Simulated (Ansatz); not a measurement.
# Phonons of TiAl3 (I4/mmm) against volume

Wanted: Grüneisen parameters and pressure coefficients of the modes of TiAl3 (I4/mmm).

Main program and level: Ansatz 0.2.0; DFT LDA, scalar-relativistic, plane waves, PAW; PAW set soft_1.

**1. The structure**

Symmetry: I4/mmm, No. 139, tetragonal system. Conventional cell: a = 3.822 Å, b = 3.822 Å, c = 8.561 Å, α = 90.00°, β = 90.00°, γ = 90.00°. Al has 4 Ti at 2.70 Å and 8 Al at 2.87 Å nearest. Al has 8 Al at 2.70 to 2.87 Å and 4 Ti at 2.87 Å nearest. Nearest to Ti lie 12 Al at 2.70 to 2.87 Å. Farther neighbours are not listed.

**2. Relaxation**

Harmonic phonons are second derivatives at a point where the forces vanish, and they are wanted at zero stress, so atoms and cell are relaxed first.

File input.yaml:

```yaml
crystal:
  lattice:
    - [-1.9111067713, 1.9111067713, 4.2806687947]
    - [1.9111067713, -1.9111067713, 4.2806687947]
    - [1.9111067713, 1.9111067713, -4.2806687947]
  atoms:
    - { symbol: Al, position: [0.5, 0.5, 0.0] }
    - { symbol: Al, position: [0.75, 0.25, 0.5] }
    - { symbol: Al, position: [0.25, 0.75, 0.5] }
    - { symbol: Ti, position: [0.0, 0.0, 0.0] }
kpoints:
  mp_grid: { grid: [16, 16, 16] }
hamiltonian:
  xc: lda
  pseudopotentials: { kind: paw, azcp: { folder: soft_1 }, xc_functional: pbe }
scf:
  occupations: { method: gaussian, width: 0.1 }
output:
  forces: true
  stress: true
  eigenvalues: true
relax:
  adjacent_minimum: "off"
  f_tol: 0.005
  max_steps: 80
  cell: { stress_tol: 0.05 }
```

Command:

```
> ansatz run input.yaml --threads 4 --pin off --max-ram 16384MiB --backend cpu --events-out ev --progress --plain --runs-dir out
```

Numbers of over 12 decimals in the logs are rounded to 6 here.

Log:

```text
Engine: ansatz 0.2.0, x86_64-unknown-linux-gnu
Pseudopotentials: kind: paw
Pseudopotential: Al, paw, valence charge 3, recommended cutoff 420 eV (normal), soft_1/Al.paw.azcp
Pseudopotential: Ti, paw, valence charge 12, recommended cutoff 420 eV (normal), soft_1/Ti.paw.azcp
Functional definition: SPW92
  exchange = slater_x
  correlation = pw_c
Crystal: 4 atoms, lattice volume = 62.538 Å³
Basis set: ecut = 420 eV, 1203 PW (Γ)
Bands: 15, of which v1, the nominal top of the filled ones, is band 11 counted from 1 (10 counted from 0)
Symmetry: 16 space group operations
Space group: I4/mmm (ITA 139), of the structure as read, at distance tolerance 4.0e-5 Å
k-points: 349 of 4096
Non-local potential: Al, projectors of the file, l = 0: 2, l = 1: 2, l = 2: 1
Non-local potential: Ti, projectors of the file, l = 0: 3, l = 1: 2, l = 2: 3, l = 3: 1
PAW form: soft (Blöchl's): semilocal exchange-correlation on the pseudo side does not see the compensation charge
PAW frozen core: Al, regenerated for the run's functional, and the local potential with it (the file was generated under x = pbe(κ = 0.804, μ = 0.219515), c = pbe(β = 0.066725))
PAW frozen core: Ti, regenerated for the run's functional, and the local potential with it (the file was generated under x = pbe(κ = 0.804, μ = 0.219515), c = pbe(β = 0.066725))
PAW one-centre angular grid: Al, 110 points (default); XC on 64 Gauss nodes
PAW one-centre angular grid: Ti, 590 points (default); XC on 64 Gauss nodes
Initial density: superposition of atomic densities (chi_scale 0.1, normalization cell, long waves kept (reshape's long-wave potential 0.00 eV rms))
Initial wavefunctions: pseudopotential atomic-orbital guess
Functional: x = slater, c = lda
SCF iter   1: F=—  HF=-3990.955937 eV  |F-HF|=—  |Δ(HF+E_count)|=         —  Δρ=2.82e-2  dr2=6.29e-1  ethr=3.10e-3  ⟨swp⟩=5.4  Hψ=27147  notcnv=0
preconditioner: auto → Kerker (q_TF=auto, 2.275 Å⁻¹)  [metal: Δε(μ)=0.008 eV  Ē_g=5.517 eV  σ=0.100 eV  W_gap=0.05  n_scr=10 (ndim 8)  ℏωp=16.9 eV  f_vac=0.000  D(μ)=1.70/eV (n_scr^D=10)]
SCF iter   2: F=—  HF=-3990.736097 eV  |F-HF|=—  |Δ(HF+E_count)|=   2.20e-1  Δρ=1.77e-2  dr2=2.78e-1  ethr=2.99e-3  ⟨swp⟩=2.0  Hψ=9379  notcnv=0  defer=35
SCF iter   3: F=—  HF=-3990.594534 eV  |F-HF|=—  |Δ(HF+E_count)|=   1.42e-1  Δρ=1.94e-3  dr2=2.12e-3  ethr=1.32e-3  ⟨swp⟩=2.5  Hψ=8680  notcnv=0  defer=61
SCF iter   4: F=—  HF=-3990.593614 eV  |F-HF|=—  |Δ(HF+E_count)|=   9.21e-4  Δρ=5.43e-4  dr2=1.38e-4  ethr=1.01e-5  ⟨swp⟩=2.7  Hψ=8427  notcnv=0  defer=61
SCF iter   5: F=—  HF=-3990.593556 eV  |F-HF|=—  |Δ(HF+E_count)|=   5.74e-5  Δρ=8.61e-5  dr2=6.51e-6  ethr=6.55e-7  ⟨swp⟩=2.0  Hψ=7312  notcnv=0  defer=61
SCF iter   6: F=—  HF=-3990.593554 eV  |F-HF|=—  |Δ(HF+E_count)|=   2.67e-6  Δρ=1.35e-5  dr2=9.31e-8  ethr=4.76e-10  ⟨swp⟩=4.0  Hψ=22007  notcnv=0
SCF iter   7: F=-3990.593554 eV  HF=-3990.593554 eV  |F-HF|=2.24e-9  |Δ(HF+E_count)|=   2.07e-8  Δρ=2.62e-6  dr2=3.74e-9  ethr=4.43e-10  ⟨swp⟩=2.0  Hψ=18592  notcnv=0
SCF 1 converged in 7 iterations: F = -3990.593554 eV  dr2 = 3.74e-9
  greatest PAW one-centre occupation: 0.998 electrons in one spin orbital (limit 2), on the Ti atom at site 3 (counted from 0), in its partial waves of l = 0
relax step   1: F+E_penalty+E_count = -3990.59355360 eV  Δ(F+E_penalty+E_count) = +0.000e0 eV  max|allowed force component| = 1.301e-18 eV/Å  Δτ_max = 0.0000 Å  P = -3.515 GPa  Ω = 62.538 Å³  (7 SCF iters, dr2 threshold 1.00e-7 eV, accepted)
Crystal: 4 atoms, lattice volume = 59.843 Å³
Basis set: ecut = 420 eV, 1179 PW (Γ)
Initial density: handed on by an earlier stage of this run
Initial wavefunctions: those handed on with the density
iter 1 solved again at ethr=9.26e-6 eV; its pass at ethr=3.10e-3 eV (dr2=1.94e-3 eV) is discarded
SCF iter   1: F=—  HF=-3990.613790 eV  |F-HF|=—  |Δ(HF+E_count)|=         —  Δρ=1.43e-3  dr2=1.95e-3  ethr=9.26e-6  ⟨swp⟩=1.0  Hψ=32518  notcnv=0
preconditioner: auto → Kerker (q_TF=auto, 2.291 Å⁻¹)  [metal: Δε(μ)=0.011 eV  Ē_g=5.680 eV  σ=0.100 eV  W_gap=0.06  n_scr=10 (ndim 8)  ℏωp=17.3 eV  f_vac=0.000  D(μ)=1.68/eV (n_scr^D=10)]
SCF iter   2: F=—  HF=-3990.612993 eV  |F-HF|=—  |Δ(HF+E_count)|=   7.97e-4  Δρ=9.62e-4  dr2=9.58e-4  ethr=9.26e-6  ⟨swp⟩=1.0  Hψ=5235  notcnv=0
SCF iter   3: F=—  HF=-3990.612499 eV  |F-HF|=—  |Δ(HF+E_count)|=   4.94e-4  Δρ=1.42e-4  dr2=1.20e-5  ethr=4.56e-6  ⟨swp⟩=2.4  Hψ=7484  notcnv=0
SCF iter   4: F=—  HF=-3990.612493 eV  |F-HF|=—  |Δ(HF+E_count)|=   6.00e-6  Δρ=3.91e-5  dr2=8.88e-7  ethr=5.70e-8  ⟨swp⟩=2.8  Hψ=8326  notcnv=0
iter 5 did not close the SCF: its close was put off for the readings that it lacked (scf_convergence_deferred on its scf_iter line)
SCF iter   5: F=-3990.612493 eV  HF=-3990.612493 eV  |F-HF|=5.95e-8  |Δ(HF+E_count)|=   4.46e-7  Δρ=9.25e-6  dr2=6.68e-8  ethr=4.23e-9  ⟨swp⟩=2.3  Hψ=7551  notcnv=0
SCF iter   6: F=-3990.612493 eV  HF=-3990.612493 eV  |F-HF|=8.71e-10  |Δ(HF+E_count)|=   1.37e-8  Δρ=1.63e-6  dr2=1.31e-9  ethr=3.18e-10  ⟨swp⟩=1.7  Hψ=15695  notcnv=0
SCF 2 converged in 6 iterations: F = -3990.612493 eV  dr2 = 1.31e-9
relax step   2: F+E_penalty+E_count = -3990.61249269 eV  Δ(F+E_penalty+E_count) = -1.894e-2 eV  max|allowed force component| = 1.821e-17 eV/Å  Δτ_max = 0.0000 Å  P = +1.431 GPa  Ω = 59.843 Å³  energy of the carried Pulay correction = +4.030e-4 eV  (6 SCF iters, dr2 threshold 4.00e-7 eV, accepted)
Crystal: 4 atoms, lattice volume = 60.604 Å³
Basis set: ecut = 420 eV, 1195 PW (Γ)
iter 1 solved again at ethr=9.16e-7 eV; its pass at ethr=3.10e-3 eV (dr2=1.92e-4 eV) is discarded
SCF iter   1: F=—  HF=-3990.616298 eV  |F-HF|=—  |Δ(HF+E_count)|=         —  Δρ=5.46e-4  dr2=2.02e-4  ethr=9.16e-7  ⟨swp⟩=2.0  Hψ=32664  notcnv=0
preconditioner: auto → Kerker (q_TF=auto, 2.287 Å⁻¹)  [metal: Δε(μ)=0.010 eV  Ē_g=5.633 eV  σ=0.100 eV  W_gap=0.06  n_scr=10 (ndim 8)  ℏωp=17.2 eV  f_vac=0.000  D(μ)=1.67/eV (n_scr^D=10)]
SCF iter   2: F=—  HF=-3990.616220 eV  |F-HF|=—  |Δ(HF+E_count)|=   7.75e-5  Δρ=3.40e-4  dr2=8.79e-5  ethr=9.16e-7  ⟨swp⟩=1.0  Hψ=5235  notcnv=0
SCF iter   3: F=—  HF=-3990.616176 eV  |F-HF|=—  |Δ(HF+E_count)|=   4.45e-5  Δρ=5.70e-5  dr2=2.02e-6  ethr=4.18e-7  ⟨swp⟩=2.4  Hψ=7532  notcnv=0
iter 4 did not close the SCF: its close was put off for the readings that it lacked (scf_convergence_deferred on its scf_iter line)
SCF iter   4: F=-3990.616175 eV  HF=-3990.616175 eV  |F-HF|=6.48e-8  |Δ(HF+E_count)|=   8.27e-7  Δρ=1.34e-5  dr2=1.06e-7  ethr=9.64e-9  ⟨swp⟩=2.9  Hψ=8599  notcnv=0
iter 5 did not close the SCF: its close was put off for the readings that it lacked (scf_convergence_deferred on its scf_iter line)
SCF iter   5: F=-3990.616175 eV  HF=-3990.616175 eV  |F-HF|=6.89e-9  |Δ(HF+E_count)|=   5.28e-8  Δρ=3.22e-6  dr2=8.07e-9  ethr=5.06e-10  ⟨swp⟩=2.6  Hψ=7395  notcnv=0
SCF iter   6: F=-3990.616175 eV  HF=-3990.616175 eV  |F-HF|=1.25e-10  |Δ(HF+E_count)|=   1.74e-9  Δρ=6.15e-7  dr2=1.72e-10  ethr=3.84e-11  ⟨swp⟩=1.1  Hψ=13975  notcnv=0
SCF 3 converged in 6 iterations: F = -3990.616175 eV  dr2 = 1.72e-10
relax step   3: F+E_penalty+E_count = -3990.61617515 eV  Δ(F+E_penalty+E_count) = -3.682e-3 eV  max|allowed force component| = 9.541e-18 eV/Å  Δτ_max = 0.0000 Å  P = -0.062 GPa  Ω = 60.604 Å³  energy of the carried Pulay correction = +2.861e-4 eV  (6 SCF iters, dr2 threshold 4.00e-7 eV, accepted)
[...]
relax step   4: F+E_penalty+E_count = -3990.61620034 eV  Δ(F+E_penalty+E_count) = -2.519e-5 eV  max|allowed force component| = 8.674e-19 eV/Å  Δτ_max = 0.0000 Å  P = -0.004 GPa  Ω = 60.572 Å³  energy of the carried Pulay correction = +2.912e-4 eV  (6 SCF iters, dr2 threshold 6.27e-8 eV, accepted)
Initial wavefunctions: pseudopotential atomic-orbital guess (no wavefunctions were taken with the density)
iter 1 solved again at ethr=6.19e-8 eV; its pass at ethr=3.10e-3 eV (dr2=1.30e-5 eV) is discarded
SCF iter   1: F=—  HF=-3990.615960 eV  |F-HF|=—  |Δ(HF+E_count)|=         —  Δρ=2.33e-5  dr2=3.52e-8  ethr=6.19e-8  ⟨swp⟩=3.0  Hψ=42310  notcnv=0
SCF iter   2: F=—  HF=-3990.615960 eV  |F-HF|=—  |Δ(HF+E_count)|=   3.45e-7  Δρ=1.22e-5  dr2=9.55e-9  ethr=1.68e-10  ⟨swp⟩=2.0  Hψ=6162  notcnv=0
SCF iter   3: F=—  HF=-3990.615960 eV  |F-HF|=—  |Δ(HF+E_count)|=   1.67e-8  Δρ=3.77e-7  dr2=5.71e-11  ethr=4.55e-11  ⟨swp⟩=2.0  Hψ=8871  notcnv=0
iter 4 did not close the SCF: its close was put off for the readings that it lacked (scf_convergence_deferred on its scf_iter line)
SCF iter   4: F=-3990.615960 eV  HF=-3990.615960 eV  |F-HF|=2.73e-12  |Δ(HF+E_count)|=  6.82e-12  Δρ=8.00e-8  dr2=4.00e-12  ethr=1.00e-12  ⟨swp⟩=1.0  Hψ=5235  notcnv=0
iter 5 did not close the SCF: its close was put off for the readings that it lacked (scf_convergence_deferred on its scf_iter line)
SCF iter   5: F=-3990.615960 eV  HF=-3990.615960 eV  |F-HF|=9.09e-13  |Δ(HF+E_count)|=    0.00e0  Δρ=7.94e-9  dr2=6.21e-14  ethr=1.00e-12  ⟨swp⟩=1.0  Hψ=5235  notcnv=0
iter 6 did not close the SCF: its close was put off for the readings that it lacked (scf_convergence_deferred on its scf_iter line)
SCF iter   6: F=-3990.615960 eV  HF=-3990.615960 eV  |F-HF|=9.09e-13  |Δ(HF+E_count)|=    0.00e0  Δρ=1.63e-9  dr2=1.46e-15  ethr=1.00e-12  ⟨swp⟩=1.0  Hψ=5235  notcnv=0
iter 7 did not close the SCF: its close was put off for the readings that it lacked (scf_convergence_deferred on its scf_iter line)
SCF iter   7: F=-3990.615960 eV  HF=-3990.615960 eV  |F-HF|=0.00e0  |Δ(HF+E_count)|=  9.09e-13  Δρ=3.28e-10  dr2=4.51e-17  ethr=1.00e-12  ⟨swp⟩=1.0  Hψ=5235  notcnv=0
SCF iter   8: F=-3990.615960 eV  HF=-3990.615960 eV  |F-HF|=0.00e0  |Δ(HF+E_count)|=  9.09e-13  Δρ=7.90e-11  dr2=2.98e-18  ethr=1.00e-12  ⟨swp⟩=1.0  Hψ=11866  notcnv=0
SCF 5 converged in 8 iterations: F = -3990.615960 eV  dr2 = 2.98e-18
relax step   5: F+E_penalty+E_count = -3990.61595980 eV  Δ(F+E_penalty+E_count) = +2.405e-4 eV  max|allowed force component| = 1.301e-17 eV/Å  Δτ_max = 0.0000 Å  P = -0.011 GPa  Ω = 60.572 Å³  stress off target by 1.25e-2 GPa  SCF on the basis re-selected at this cell (its energy is not comparable with the rows above)  (8 SCF iters)
basis re-selected at this cell: Δ(F+E_penalty+E_count) = +2.405e-4 eV, ΔP = -0.008 GPa vs the last step (what re-selecting the basis moved, of the pressure what is left beyond the Pulay correction that the steps carried, after the strain that the cell walked since its last selection, with what the two solves' SCF thresholds leave and, on support functions, any second-order correction that the steps lacked; it is no m [...]
SCF converged after 8 iterations
Free energy (F): -3990.615960 eV
Harris-Foulkes:  -3990.615960 eV  (|F-HF|=0.00e0)
Internal energy: -3990.607592 eV  (E = F + TS)
E sigma→0 (E₀):  -3990.611776 eV
Entropy (-TS):   -0.008367 eV (-2.092 meV/atom)
Fermi energy:    9.796657 eV
--- Per-component energies (eV) ---
  E_band       = -144.949589
  E_kinetic    = 353.450782
  E_local      = -1237.353499  (includes V_loc(G=0)·N_el)
  E_nonlocal   = 99.004956
  E_hartree    = 531.791262
  E_xc         = -229.714072
  E_vxc        = -236.519954  (∫ρ·V_xc dr)
  E_paw        = -2330.541203  (= ΣΔE_a)
  E_vpaw       = -187.114306  (= ΣTr[D̂ρ^β])
  E_aug_tail   = -0.000092  (compensation charges beyond the density's cutoff)
  E_ewald      = -1177.738827
  E_core_change = 0.493100  (= ΣΔE_core)
  E_smearing   = -0.008367  (= −TS)
  E_closure    = 0.000000  (closes the sum)
  Σ components = -3990.615960   (vs F -3990.615960, Δ=0.00e0)
--- Forces (eV/Å), atoms counted from 1 ---
  atom   1  Al    -0.00000000    -0.00000000     0.00000000
  atom   2  Al    -0.00000000     0.00000000     0.00000000
  atom   3  Al    -0.00000000    -0.00000000     0.00000000
  atom   4  Ti     0.00000000     0.00000000    -0.00000000
  max |Σ_I F_I| component: 1.39e-17 eV/Å
--- Stress (GPa, compression-positive) ---
       -0.012471       0.000000       0.000000
        0.000000      -0.012471       0.000000
        0.000000      -0.000000      -0.009054
  P = ⅓ Tr σ = -0.0113 GPa (-0.113 kbar)
--- Band table (eV; the first three rows and the last of 349) ---
  k-point 0: bands = [... 7 lower, 8.3219, 8.5493, 8.5493, 10.6584, 11.6537, 11.6537, 12.1038, 12.4094]
  k-point 1: bands = [... 7 lower, 8.2401, 8.2951, 8.5610, 10.2779, 11.7386, 11.7726, 11.9545, 12.6421]
  k-point 2: bands = [... 7 lower, 7.7227, 8.0375, 8.5802, 9.5026, 11.7731, 11.9214, 11.9281, 12.9742]
  k-point 348: bands = [... 7 lower, 8.9319, 8.9319, 9.5505, 10.5043, 10.5043, 10.7836, 12.9449, 14.7641]
--- Relaxed structure (4 steps of the walk, 4 accepted, 1 SCFs on fresh bases) ---
  F+E_penalty+E_count = -3990.61595980 eV   max|allowed force component| = 1.301e-17 eV/Å   (the final SCF, on the basis selected at the relaxed cell)
  cell:  # Å, volume = 60.5719 Å³
    - [-1.889410, 1.889410, 4.241886]
    - [1.889410, -1.889410, 4.241886]
    - [1.889410, 1.889410, -4.241886]
  atoms:
    - { symbol: Al, position: [0.500000, 0.500000, 0] }
    - { symbol: Al, position: [0.75, 0.250000, 0.5] }
    - { symbol: Al, position: [0.250000, 0.75, 0.5] }
    - { symbol: Ti, position: [0, 0, 0] }
```

Run time: 13 s. Hardware: 4 threads of Intel Xeon 6975P-C (Granite Rapids), shared host; peak memory 0.79 GiB; 48 s of CPU time.

Step by step:

```csv
step,energy less that of the first step (eV),largest force component (eV/Å),pressure (GPa),volume (Å³)
1,0.0000,0.0000,-3.51,62.54
2,-0.0189,0.0000,1.43,59.84
3,-0.0226,0.0000,-0.06,60.60
4,-0.0226,0.0000,0.00,60.57
5*,-0.0224,0.0000,-0.01,60.57
```

Relaxation steps marked * repeat the geometry before them on a plane-wave basis chosen anew for their cell, so energy and pressure can jump there.

Forces are held to the 16 operations that the run works with; a distortion that breaks them can't arise in this run.

```
conventional cell, symmetrised  before  after  change
                         a (Å)   3.822  3.779  -1.1 %
                         b (Å)   3.822  3.779  -1.1 %
                         c (Å)   8.561  8.484  -0.9 %
              volume (Å³/atom)   15.63  15.14  -3.1 %
```

Final coordinates:

```cif
data_structure
_symmetry_space_group_name_H-M 'P 1'
_symmetry_Int_Tables_number 1
_cell_length_a 5.0133
_cell_length_b 5.0133
_cell_length_c 5.0133
_cell_angle_alpha 135.719
_cell_angle_beta 135.719
_cell_angle_gamma 64.415
_cell_volume 60.57
loop_
_atom_site_label
_atom_site_type_symbol
_atom_site_fract_x
_atom_site_fract_y
_atom_site_fract_z
_atom_site_occupancy
Al1 Al 0.50000 0.50000 0.00000 1
Al2 Al 0.75000 0.25000 0.50000 1
Al3 Al 0.25000 0.75000 0.50000 1
Ti4 Ti 0.00000 0.00000 0.00000 1
```

This step gave:

```yaml
pressure: -0.01133 GPa
volume_per_atom: 15.14 Å³
gap_on_the_k_mesh: 0 eV
```

In this step the volume went from 15.63 to 15.14 Å³/atom.

**3. Tight relaxation**

Phonons need small forces and stress, so the relaxation is finished with tight tolerances on 16×16×16 k points.

input.yaml, the sections that differ from step 2:

```yaml
crystal:
  lattice:
    - [-1.8894104027, 1.8894104027, 4.2418855225]
    - [1.8894104027, -1.8894104027, 4.2418855225]
    - [1.8894104027, 1.8894104027, -4.2418855225]
  atoms:
    - { symbol: Al, position: [0.5, 0.5, 0.0] }
    - { symbol: Al, position: [0.75, 0.25, 0.5] }
    - { symbol: Al, position: [0.25, 0.75, 0.5] }
    - { symbol: Ti, position: [0.0, 0.0, 0.0] }
scf:
  occupations: { method: methfessel_paxton, width: 0.2 }
relax:
  adjacent_minimum: "off"
  f_tol: 0.001
  max_steps: 60
  cell: { stress_tol: 0.01 }
# kpoints, hamiltonian, output: as in step 2
```

Log:

```text
[...]
Crystal: 4 atoms, lattice volume = 60.572 Å³
Basis set: ecut = 420 eV, 1195 PW (Γ)
Bands: 15, of which v1, the nominal top of the filled ones, is band 11 counted from 1 (10 counted from 0)
Symmetry: 16 space group operations
[...]
k-points: 349 of 4096
[...]
--- Relaxed structure (3 steps of the walk, 3 accepted, 1 SCFs on fresh bases) ---
[...]
cell:  # Å, volume = 60.5602 Å³
    - [-1.889061, 1.889061, 4.242635]
    - [1.889061, -1.889061, 4.242635]
    - [1.889061, 1.889061, -4.242635]
  atoms:
    - { symbol: Al, position: [0.5, 0.5, 0] }
    - { symbol: Al, position: [0.75, 0.250000, 0.5] }
    - { symbol: Al, position: [0.250000, 0.75, 0.5] }
    - { symbol: Ti, position: [0, 0, 0] }
[key lines of the parts left out:]
SCF converged after 4 iterations
Free energy (F): -3990.611633 eV
Fermi energy:    9.793556 eV
P = ⅓ Tr σ = 0.0005 GPa (0.005 kbar)
```

Elapsed: 9.9 s, on 4 threads; peak memory 0.78 GiB; 36 s of CPU time.

Little changed from the start: no atom moved by 0.005 Å and no cell edge by 0.1 %.

This step gave:

| Item | Value |
| --- | --- |
| pressure | 4.66e-4 GPa |

The forces vanish by symmetry and the pressure is 0.000 GPa, within the tolerances set. The cell now holds 15.14 Å³/atom.

(Continued in part 2 of 2.)

[Logs are printed without paths, hosts, clocks, repeated set-up lines and the standing remarks that a program may print on its own settings, such as how far it seeks lower states.]

[Hosts, paths, dates, database ids (printed as entryN), source tags and the programs' standing remarks are cut or masked in the printed files.]
